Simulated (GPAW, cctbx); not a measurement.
# By hand: from a DFT structure factor to an extinction distance in Ti2Cd3Ni3B

Ti2Cd3Ni3B, P-62m (no. 189), a = 7.5310 Å, b = 7.5310 Å, c = 2.8619 Å, α = 90.00°, β = 90.00°, γ = 120.00°.

```
atom  mult.    x       y    z
 Cd1      3    0  0.6489  1/2
 Ni1      3    0  0.2020    0
 Ti1      2  2/3     1/3    0
  B1      1    0       0  1/2
```

The start was made by putting kin elements into a known structure type; the compound need not exist, or be stable, in this form.

A DFT run (GPAW, PBE, 550 eV, 8×4×4 k-points (along the axes of the calculation cell), Fermi–Dirac width 0.1 eV, spin-polarised) gives the static X-ray structure factor of 100 as 18.159 e for the conventional cell; superposed free atoms give 17.937 e. **Problem.** Find the Fourier component V of the crystal potential and the two-beam extinction distance at 200 kV in both cases.

## Step 1: Geometry

The cell volume is Ω = 140.57 Å³ and d(100) = 6.5220 Å, so g = 1/d = 0.1533 Å⁻¹.

## Step 2: The nuclei

Electrons feel nuclei as well as electrons, so the nuclear charges are summed with the same phases.

Phase sums Σ exp(2πi h·x), turned so that the total is real and positive: Cd -0.187, Ni +1.594, Ti -1.000, B +1.000. Then F_Z = 48 × (-0.187) + 28 × (+1.594) + 22 × (-1.000) + 5 × (+1.000) = 18.68 e. The electron term has the same sign for this reflection.

## Step 3: Mott–Bethe

Poisson's equation, term by term, gives V = (e/4πε₀)(F_Z − F)/(πΩg²), with e/4πε₀ = 14.3996 V Å.

The prefactor is 14.3996 × 6.5220²/(π × 140.57) = 1.38696 V per electron. Free atoms: (18.68 − 17.937) × 1.38696 = 1.029 V. Crystal: (18.68 − 18.159) × 1.38696 = 0.721 V. F changes by +1.24 % and V by -29.9 %: the same 0.22 e is measured against F_Z − F = 0.7 e in place of F = 17.9 e.

## Step 4: Extinction distance

In the two-beam case ξ = 1/(λU) with U = 2γm₀eV/h², that is ξ = 150.41 V Å²/(γλV).

At 200 kV, λ = 0.02508 Å and γ = 1.3914. Free atoms: ξ = 4189 Å. Crystal: ξ = 5977 Å. The thickness fringes go as sin²(πt/ξ), so the two patterns slip by a quarter of a period when t|1/ξ₁ − 1/ξ₀| = 1/4, at t ≈ 350 nm. Thermal motion, absorption and many-beam coupling, left out here, change a real pattern.

## Step 5: Answer

V(100) is 0.72 V against 1.03 V, and ξ is 5977 against 4189 Å. Limits: static atoms, two beams.

[Outputs are excerpts: Python notices, other lines and further rows are left out; steps that failed or that the build refused (PBEsol, TPSS) are not shown.]

[Logs are printed without paths, hosts, clocks, repeated set-up lines and the standing remarks that a program may print on its own settings, such as how far it seeks lower states.]
